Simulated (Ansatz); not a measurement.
# Is SiWAu in the AlB2 type a stable metal?, part 2 of 3

Question: is the lattice of SiWAu in the AlB2 type stable, and if so, what are its coupling constant and resistivity?

Ansatz 0.2.0; DFT PBEsol, scalar-relativistic, plane waves, PAW; PAW set soft_1.

So far. Step 3 (Relaxing cell and atoms): The largest force is now zero by symmetry and the largest stress component 3.8e-4 GPa. The relaxed cell has a = 4.358, c = 2.744 Å (conventional setting).

The structure was built from a prototype and need not be the compound's stable phase.

## 4. Relaxing tightly for phonons

No force is left; the cell is relaxed once more with another smearing and tight thresholds.

input.yaml reads:

```yaml
crystal:
  lattice:
    - [4.3576744226, 0.0, 0.0]
    - [-2.1788372113, 3.7738567514, 0.0]
    - [0.0, 0.0, 2.7444424529]
  atoms:
    - { symbol: W, position: [0.0, 0.0, 0.0] }
    - { symbol: Si, position: [0.3333333333, 0.6666666667, 0.5] }
    - { symbol: Au, position: [0.6666666667, 0.3333333333, 0.5] }
kpoints:
  mp_grid: { grid: [9, 9, 9] }
hamiltonian:
  xc: pbesol
  pseudopotentials: { kind: paw, azcp: { folder: soft_1 }, xc_functional: pbe }
scf:
  occupations: { method: methfessel_paxton, width: 0.2 }
output:
  forces: true
  stress: true
  eigenvalues: true
relax:
  adjacent_minimum: "off"
  f_tol: 0.001
  max_steps: 60
  cell: { stress_tol: 0.01 }
```

Started as:

```
> ansatz run input.yaml --threads 4 --pin off --max-ram 12288MiB --backend cpu --events-out ev --progress --plain --runs-dir out
```

Numbers of over 12 decimals in the logs are rounded to 6 here.

Output:

```text
[the first part of the log is left out]
  E_paw        = -18537.466237  (= ΣΔE_a)
  E_vpaw       = -561.097593  (= ΣTr[D̂ρ^β])
  E_aug_tail   = 0.001803  (compensation charges beyond the density's cutoff)
  E_ewald      = -4317.838341
  E_core_change = 0.562945  (= ΣΔE_core)
  E_smearing   = -0.002561  (= −TS)
  E_closure    = -0.000000  (closes the sum)
  Σ components = -23886.983266   (vs F -23886.983266, Δ=0.00e0)
[...]
--- Stress (GPa, compression-positive) ---
       -0.001533       0.000000       0.000000
       -0.000000      -0.001533      -0.000000
        0.000000       0.000000       0.002241
  P = ⅓ Tr σ = -0.0003 GPa (-0.003 kbar)
--- Band table (eV; the first three rows and the last of 60) ---
[...]
--- Relaxed structure (4 steps of the walk, 4 accepted, 1 SCFs on fresh bases) ---
[...]
cell:  # Å, volume = 45.1270 Å³
    - [4.359019, 0, 0]
    - [-2.179509, 3.775021, 0]
    - [0, 0, 2.742385]
  atoms:
    - { symbol: W, position: [0, 0, 0] }
    - { symbol: Si, position: [0.333333, 0.666667, 0.5] }
    - { symbol: Au, position: [0.666667, 0.333333, 0.5] }
```

Run time: 7.8 s. Hardware: 4 threads of Intel Xeon Platinum 8488C (Sapphire Rapids), shared host; peak memory 0.54 GiB.

Little changed from the start: no atom moved by 0.005 Å and no cell edge by 0.1 %.

Numbers from this step:

```yaml
pressure: -2.75e-4 GPa
```

The largest force is now zero by symmetry and the largest stress component 0.0022 GPa, small enough for phonons.

## 5. Phonons: q 2×2×2, k 4×4×6

Before any scattering is computed, the phonons show whether the structure is a minimum.

input.yaml reads:

```yaml
crystal:
  lattice:
    - [4.3590189656, 0.0, 0.0]
    - [-2.1795094828, 3.7750211598, 0.0]
    - [0.0, 0.0, 2.7423848721]
  atoms:
    - { symbol: W, position: [0.0, 0.0, 0.0] }
    - { symbol: Si, position: [0.3333333333, 0.6666666667, 0.5] }
    - { symbol: Au, position: [0.6666666667, 0.3333333333, 0.5] }
kpoints:
  mp_grid: { grid: [4, 4, 6] }
hamiltonian:
  xc: pbesol
  pseudopotentials: { kind: paw, azcp: { folder: soft_1 }, xc_functional: pbe }
scf:
  occupations: { method: methfessel_paxton, width: 0.2 }
output:
  eigenvalues: true
phonons:
  method: dfpt
  qmesh: [2, 2, 2]
  temperatures: { t_max: 1000, t_step: 50 }
  qpath:
    path:
      - [[0.0, 0.0, 0.0], [0.5, 0.0, 0.0], [0.33333333, 0.33333333, 0.0], [0.0, 0.0, 0.0], [0.0, 0.0, 0.5], [0.5, 0.0, 0.5], [0.33333333, 0.33333333, 0.5], [0.0, 0.0, 0.5]]
      - [[0.5, 0.0, 0.5], [0.5, 0.0, 0.0]]
      - [[0.33333333, 0.33333333, 0.5], [0.33333333, 0.33333333, 0.0]]
    npoints: 10
```

Output:

```text
[...]
Crystal: 3 atoms, lattice volume = 45.127 Å³
Basis set: ecut = 420 eV, 915 PW (Γ), exchange–correlation on 60×60×40 points (8 copies of the dense FFT grid, shifted against one another)
Bands: 23, of which v1, the nominal top of the filled ones, is band 19 counted from 1 (18 counted from 0)
Symmetry: 12 space group operations
k-points: 16 of 96 (time reversal used)
[...]
SCF iter   1: F=—  HF=-23891.007791 eV  |F-HF|=—  |Δ(HF+E_count)|=         —  Δρ=1.78e-1  dr2=2.72e1  ethr=3.10e-3  ⟨swp⟩=5.0  Hψ=1464  notcnv=0
[...]
SCF iter  10: F=-23886.969359 eV  HF=-23886.969359 eV  |F-HF|=0.00e0  |Δ(HF+E_count)|=  1.46e-10  S|Δr|=    0.00e0  Δρ=5.57e-8  dr2=6.07e-13  ethr=1.00e-12  ⟨swp⟩=4.7  Hψ=1752  notcnv=0
SCF 1 converged in 10 iterations: F = -23886.969359 eV  dr2 = 6.07e-13
[...]
phonons: the bands overlap, so this run is a metal and interpolates without the dipole-dipole term. If the crystal is really an insulator or semiconductor, its LO-TO splitting is missing
NSCF: frozen V_eff on 16 k-points
[...]
DFPT response loops at q = (0, 0, 0) (fractional): preconditioner auto → Kerker (q_TF=auto, 2.639 Å⁻¹) (partly filled bands, converged f_vac=0.000); β = 1.00, the filter's whole step (`scf.mixing.beta` (0.50) is not read by the response loops under this deck's `scf.mixing.preconditioner`; to damp them name `kerker` or `kerker_dos`, under which they read `scf.mixing.beta`, and type it under 1.00, their step now; both keys bind the ground state too); Broyden in place of MSR1
[...]
SCF converged after 10 iterations
Stability not checked: this state was not tested for a lower state beside it, because cold or Methfessel-Paxton smearing, or corrected tetrahedra, fill the levels in a way that the test cannot read (fill_not_monotonic; see scf.lower_state_search)
Free energy (F): -23886.969359 eV
[...]
Internal energy: -23886.964774 eV  (E = F + TS)
E sigma→0 (E₀):  -23886.968213 eV
Entropy (-TS):   -0.004586 eV (-1.529 meV/atom)
Fermi energy:    19.659697 eV
[...]
--- Band table (eV; the first three rows and the last of 16) ---
  k-point 0: bands = [... 15 lower, 16.0191, 16.0191, 19.0518, 21.6310, 21.6310, 22.1704, 22.1704, 25.1218]
  k-point 1: bands = [... 15 lower, 16.9445, 16.9445, 19.4722, 19.8747, 19.8747, 22.0223, 24.2141, 24.2141]
  k-point 2: bands = [... 15 lower, 18.0171, 18.0171, 18.9995, 18.9995, 20.2347, 21.7383, 23.2157, 23.2157]
  k-point 15: bands = [... 15 lower, 16.8320, 17.3091, 17.9655, 19.9588, 21.3845, 21.5793, 22.5967, 22.9008]
--- Phonons (Γ-DFPT): 6 representative perturbations + reference (Σ response iterations 18) ---
  ASR residual: 3.737e-5 → 0.000e0 eV/Å²; symmetrization residual: 4.047e-6 eV/Å²
  ASR residual per site (eV/Å²): 2.62e-5 1.20e-5 3.74e-5
  Γ frequencies (cm⁻¹): 0.00 0.00 0.00 83.31 111.41 124.92 124.92 278.06 278.06
--- Phonons (arbitrary-q DFPT): 4 irreducible q on the 2×2×2 mesh ---
  q = [0.0000, 0.0000, 0.0000] (star 1, of the zone-centre solve; hermiticity 7.56e-7, symmetrization 3.34e-13): -0.00 -0.00 0.00 83.31 111.41 124.92 124.92 278.06 278.06
  q = [0.0000, 0.0000, -0.5000] (star 1, 6 solved perturbations in 132 linear systems a pass and spin channel, the states on 28 of 96 k-point pairs; hermiticity 3.00e-7, symmetrization 1.18e-8): 100.31 100.31 106.23 106.23 109.25 147.84 187.96 280.87 280.87
  q = [0.0000, -0.5000, 0.0000] (star 3, 9 solved perturbations on 28 of 96 k-point pairs; hermiticity 6.66e-7, symmetrization 2.86e-14): -38.58 63.79 80.87 85.15 96.14 135.66 137.15 287.13 289.21
[...]
sum rule: each row above includes the acoustic sum rule's correction from the zone centre's row sums; it moved no ω² by more than (0.34 cm⁻¹)²
  mesh force constants: q→R imaginary residual 3.13e-17; ASR residual 3.737e-5 → 0.000e0 eV/Å²; symmetrization residual 1.421e-14 eV/Å²
  interpolated dispersion: 93 rows × 9 modes
  density of states and harmonic sums: on the 16×16×22 q-mesh, interpolated from the force constants of a 2×2×2 supercell (no non-analytic term)
  largest difference from the sums on the solved wave vectors: F 1.94e-1 eV, S 2.52e-4 and C_V 5.80e-5 eV/K
  zero-point energy: 0.075867 eV/cell   skipped modes (ω ≤ 0): 289, of them read as no rigid motion or as one in doubt: 286 (8.283e-1 modes/cell left out, lowest -69.48 cm⁻¹)   left out of the sums: 9.21e-2 of the cell's modes: C_V's classical limit lies that fraction below 3 k_B per atom; for a crystal, a wire or a layer, F and S can be off by more, and a phonons.interpolated_qmesh denser along its periods is the remedy for the sampling
```

It took 17 s on 4 threads; peak memory 0.6 GiB.

This step gave:

```
share of imaginary modes in the plain interpolation between solved wavevectors : 0.0891
highest frequency, solved or plainly interpolated                              : 305.4 cm⁻¹
```

Solved on the 2×2×2 mesh alone; all other wavevectors are interpolated. Phonon branches along the path, in cm⁻¹:

```tsv
point	branch 1	branch 2	branch 3	branch 4	branch 5	branch 6	branch 7	branch 8	branch 9
Γ	0	0	0	83	111	125	125	278	278
halfway	-20	43	69	86	104	126	130	283	283
M	-39	64	81	85	96	136	137	287	289
halfway	-25	69	79	85	93	116	155	284	294
K	12	78	79	81	89	107	162	283	296
halfway	-12	49	71	87	101	120	138	282	286
Γ	0	0	0	83	111	125	125	278	278
halfway	62	62	85	122	122	128	143	279	279
A	100	100	106	106	109	148	188	281	281
halfway	26	74	91	95	146	152	176	288	290
L	-53	-26	81	83	147	158	173	296	299
halfway	-63	-20	75	95	147	155	172	293	303
H	-70	-10	64	105	146	151	172	293	305
halfway	-28	66	90	94	149	153	174	289	294
A	100	100	106	106	109	148	188	281	281
jump to L	-53	-26	81	83	147	158	173	296	299
halfway	-31	22	70	123	128	132	147	292	293
M	-39	64	81	85	96	136	137	287	289
jump to H	-70	-10	64	105	146	151	172	293	305
halfway	-43	-30	86	111	130	136	148	288	301
K	12	78	79	81	89	107	162	283	296
```

The phonon branches as a text plot (rows in cm⁻¹):

```
    298 |      ******               ***********  ******* ********
    282 |***************************         ****     ***   *****
    266 |
    251 |
    235 |
    219 |
    204 |
    188 |                       ***            **
    172 |                     **   ************  **      **
    157 |       *****        *    ************** ****    * * ****
    141 |    ***     *       ******* ******* ** *************
    126 |***** *     *********                 **    **      *
    110 |***    ***** ******  ****       **    **  ** ** ********
     94 |   **********    *  ********   *  ********    **    ****
     79 |*****************  ***    * ****  ** ** *   ****  **   *
     63 |  * ****  ** *    *      * *    **  *    * *   ***     *
     47 | * *        **   * *      *               *   *       *
     32 | **           *  **                * *   * * *       *
     16 |*        *    ***           *     *         *
      0 |*       *     **                                       *
    -15 | **       ****               * ***      *   *   **    *
    -31 |   *****                   *  *     *        ***  ****
    -46 |                            **          ****       *
    -62 |                              ******            ***
         Γ    M   K     Γ       A     L   H    A|L     M|H      K
```

Lowest modes at the softest wavevector of the mesh. Modes at q = (0.500, 0.500, 0.500), with each element's share of the kinetic energy (negative means imaginary):

```tsv
mode	frequency (cm⁻¹)	W %	Si %	Au %
1	-52.7	41	0	59
2	-26.3	79	19	2
3	81.4	0	8	92
4	83.1	100	0	0
5	146.9	20	77	2
6	158.5	59	2	39
```

Displacements in mode 1 (-52.7 cm⁻¹), the largest set to 1, in the home cell:
```
W1   0.00  0.00  0.99
Si2  0.13 -0.07  0.00
Au3  1.00 -0.58  0.00
```

Displacements in mode 2 (-26.3 cm⁻¹), the largest set to 1, in the home cell:
```
W1   0.70 -0.40  0.00
Si2  0.00  0.00 -1.00
Au3  0.00  0.00  0.13
```

Among the solved wavevectors the lowest mode, translations apart, is -52.7 cm⁻¹, imaginary.

## 6. Phonons by linear response: q 3×3×3, k 6×6×9

An imaginary mode on so few k-points may come from the sampling, so the phonons are repeated with another q and k mesh.

Changes to input.yaml since step 5:

```diff
@@ -10,3 +10,3 @@
 kpoints:
-  mp_grid: { grid: [4, 4, 6] }
+  mp_grid: { grid: [6, 6, 9] }
 hamiltonian:
@@ -20,3 +20,3 @@
   method: dfpt
-  qmesh: [2, 2, 2]
+  qmesh: [3, 3, 3]
   temperatures: { t_max: 1000, t_step: 50 }
```

Output:

```text
[...]
Crystal: 3 atoms, lattice volume = 45.127 Å³
Basis set: ecut = 420 eV, 915 PW (Γ), exchange–correlation on 60×60×40 points (8 copies of the dense FFT grid, shifted against one another)
Bands: 23, of which v1, the nominal top of the filled ones, is band 19 counted from 1 (18 counted from 0)
Symmetry: 12 space group operations
k-points: 35 of 324 (time reversal used)
[...]
SCF iter   1: F=—  HF=-23891.040739 eV  |F-HF|=—  |Δ(HF+E_count)|=         —  Δρ=1.80e-1  dr2=2.77e1  ethr=3.10e-3  ⟨swp⟩=5.0  Hψ=3232  notcnv=0
[...]
SCF iter  11: F=-23886.984591 eV  HF=-23886.984591 eV  |F-HF|=0.00e0  |Δ(HF+E_count)|=  1.46e-11  S|Δr|=    0.00e0  Δρ=2.52e-8  dr2=2.84e-13  ethr=1.00e-12  ⟨swp⟩=5.1  Hψ=3251  notcnv=0
SCF 1 converged in 11 iterations: F = -23886.984591 eV  dr2 = 2.84e-13
[...]
SCF converged after 11 iterations
[...]
Free energy (F): -23886.984591 eV
[...]
Internal energy: -23886.984641 eV  (E = F + TS)
E sigma→0 (E₀):  -23886.984603 eV
Entropy (-TS):   0.000050 eV (0.017 meV/atom)
Fermi energy:    19.650081 eV
[...]
--- Band table (eV; the first three rows and the last of 35) ---
  k-point 0: bands = [... 15 lower, 16.0232, 16.0232, 19.0467, 21.6556, 21.6556, 22.1731, 22.1731, 25.1244]
  k-point 1: bands = [... 15 lower, 16.5511, 16.5511, 19.2310, 20.4837, 20.4837, 23.2930, 23.4659, 23.4659]
  k-point 2: bands = [... 15 lower, 17.3570, 17.3570, 19.4098, 19.4098, 19.7979, 21.0155, 24.3549, 24.3549]
  k-point 34: bands = [... 15 lower, 16.9500, 17.2479, 18.0895, 20.6529, 20.6832, 21.2098, 21.9613, 22.9158]
[...]
ASR residual: 3.050e-5 → 0.000e0 eV/Å²; symmetrization residual: 5.833e-6 eV/Å²
  ASR residual per site (eV/Å²): 1.33e-5 7.89e-6 3.05e-5
  Γ frequencies (cm⁻¹): 0.00 0.00 0.00 87.56 116.78 136.59 136.59 291.56 291.56
--- Phonons (arbitrary-q DFPT): 6 irreducible q on the 3×3×3 mesh ---
[...]
interpolated dispersion: 93 rows × 9 modes
[...]
```

It took 86 s on 4 threads; peak memory 0.91 GiB.

This step gave:

| Item | Value |
| --- | --- |
| share of imaginary modes in the plain interpolation between solved wavevectors | 0.0502 |
| highest frequency, solved or plainly interpolated | 297.5 cm⁻¹ |

Solved on the 3×3×3 mesh alone; all other wavevectors are interpolated. The phonon branches at the labelled points (cm⁻¹):

```tsv
point	branch 1	branch 2	branch 3	branch 4	branch 5	branch 6	branch 7	branch 8	branch 9
Γ	0	0	0	88	117	137	137	292	292
halfway	-50	47	62	86	107	136	136	288	290
M	-73	64	67	85	98	137	139	286	294
halfway	-64	66	69	86	95	114	156	287	294
K	-55	70	76	88	88	97	163	288	295
halfway	-48	53	60	87	104	127	144	288	291
Γ	0	0	0	88	117	137	137	292	292
halfway	70	70	84	118	118	138	143	284	284
A	94	94	98	98	99	163	188	277	277
halfway	76	82	85	97	114	175	179	287	288
L	64	72	77	112	122	176	182	295	297
halfway	48	84	90	117	125	176	179	296	297
H	41	89	99	121	130	176	176	297	298
halfway	66	79	89	106	114	176	178	289	290
A	94	94	98	98	99	163	188	277	277
jump to L	64	72	77	112	122	176	182	295	297
halfway	-44	55	101	117	119	139	154	291	296
M	-73	64	67	85	98	137	139	286	294
jump to H	41	89	99	121	130	176	176	297	298
halfway	44	46	88	107	141	141	151	293	296
K	-55	70	76	88	88	97	163	288	295
```

The phonon branches as a text plot (rows in cm⁻¹):

```
    290 |********************      ************  ****************
    274 |                    ******            **
    259 |
    243 |
    228 |
    213 |
    197 |
    182 |                      ********************      *
    166 |        ***          ******          *** ***     **   **
    151 |      **   **       **                     **      ***
    135 |*******      *******            **           ****** *
    120 |**     *   ** *******      **********   *****   *** **
    105 |  ***** *** **    *  *********  **  ******** ***   ** **
     89 |******************  *******    ***********  ************
     74 |   ********       ***      ****     **         *  *
     58 |  ******  ****   * *        ***     *   ********   * ***
     43 | **          *    *            *****     *      *****
     27 | *            * **                        *
     12 |*              **                                   *
     -3 |*
    -19 |              **                           *
    -34 | **          *                                       *
    -50 |        *****                               *         **
    -65 |   *****                                     ***
         Γ    M   K     Γ       A     L   H    A|L     M|H      K
```

Lowest modes at the softest wavevector of the mesh. Modes at q = (-0.333, 0.333, 0.000), with each element's share of the kinetic energy (negative means imaginary):

```tsv
mode	frequency (cm⁻¹)	W %	Si %	Au %
1	-62.1	50	4	47
2	56.5	58	3	39
3	67.9	49	1	50
4	86.3	8	91	1
5	101.9	34	6	60
6	136.1	50	8	43
```

Displacements in mode 1 (-62.1 cm⁻¹), the largest set to 1, in the home cell (x, y, z of the real part, then of the imaginary part):
```
W1   0.58  1.00  0.00  0.03  0.06  0.00
Si2 -0.22 -0.38  0.00  0.34  0.59  0.00
Au3  0.53  0.92  0.00  0.11  0.18  0.00
```

Displacements in mode 6 (136.1 cm⁻¹), the largest set to 1, in the home cell (x, y, z of the real part, then of the imaginary part):
```
W1   0.56  0.98  0.00  0.12  0.21  0.00
Si2  0.49  0.85  0.00 -0.30 -0.52  0.00
Au3 -0.49 -0.85  0.00 -0.16 -0.28  0.00
```

The modes has structure finer than the step of the table below, so its rows give means over 20 cm⁻¹, whole bins alone (the curve runs from -82.4 to 316 cm⁻¹). Peaks (cm⁻¹: height): Au -54.8: 0.00588, 50.5: 0.0264, 93.2: 0.0248, 135.8: 0.0227, 148.3: 0.0214, 173.4: 0.0216, 291.3: 0.00982; Si 90.7: 0.0394, 291.3: 0.148; W -54.8: 0.0065, 50.5: 0.0184, 93.2: 0.0285, 110.7: 0.0327, 120.8: 0.0312, 173.4: 0.0174.

Phonopy on the run's constants, 15x15x21 mesh, Gaussian sigma 2.8 cm⁻¹. Table of modes by wavenumber; means over each step; values in 1/cm⁻¹/cell:

```tsv
wavenumber (cm⁻¹)	Au	Si	W
-60	0.00423	2.6e-4	0.00467
-40	0.00394	2.9e-4	0.00410
-20	0.00186	1.6e-4	0.00184
0	5.8e-4	5.3e-5	5.4e-4
20	0.00211	2.0e-4	0.00195
40	0.0149	0.00140	0.00974
60	0.0203	0.00148	0.0139
80	0.0126	0.0128	0.0151
100	0.0202	0.0242	0.0258
120	0.0170	0.0117	0.0288
140	0.0193	0.00204	0.0192
160	0.0158	0.00113	0.0145
180	0.0108	9.5e-4	0.00916
200	4.0e-5	9.6e-6	2.9e-6
220	0	0	0
240	0	0	0
260	3.3e-7	4.5e-6	0
280	0.00284	0.0401	1.6e-4
300	0.00326	0.0531	3.0e-4
```

No LO-TO term; unit eigenvectors of the mass-weighted matrix. The modes at Γ (shares of kinetic energy by element, %):

```tsv
mode	frequency (cm⁻¹)	symmetry	W %	Si %	Au %
1	0.0	unnamed	45	7	48
2	0.0	unnamed	45	7	48
3	0.0	unnamed	45	7	48
4	87.6	A2''	24	74	2
5	116.8	A2''	31	19	50
6	136.6	E'	55	2	43
7	136.6	E'	55	2	43
8	291.6	E'	0	91	9
9	291.6	E'	0	91	9
```

Displacements in mode 4 (87.6 cm⁻¹), the largest set to 1:
```
W1   0.00  0.00 -0.22
Si2  0.00  0.00  1.00
Au3  0.00  0.00  0.06
```

Displacements in mode 9 (291.6 cm⁻¹), the largest set to 1:
```
W1   0.00 -0.03  0.00
Si2  0.00  1.00  0.00
Au3  0.00 -0.12  0.00
```

Among the solved wavevectors the lowest mode, translations apart, is -62.1 cm⁻¹, imaginary.

(Part 2 of 3 ends here.)

[Logs are printed without paths, hosts, clocks, repeated set-up lines and the standing remarks that a program may print on its own settings, such as how far it seeks lower states.]

[Hosts, paths, dates, database ids (printed as entryN), source tags and the programs' standing remarks are cut or masked in the printed files.]
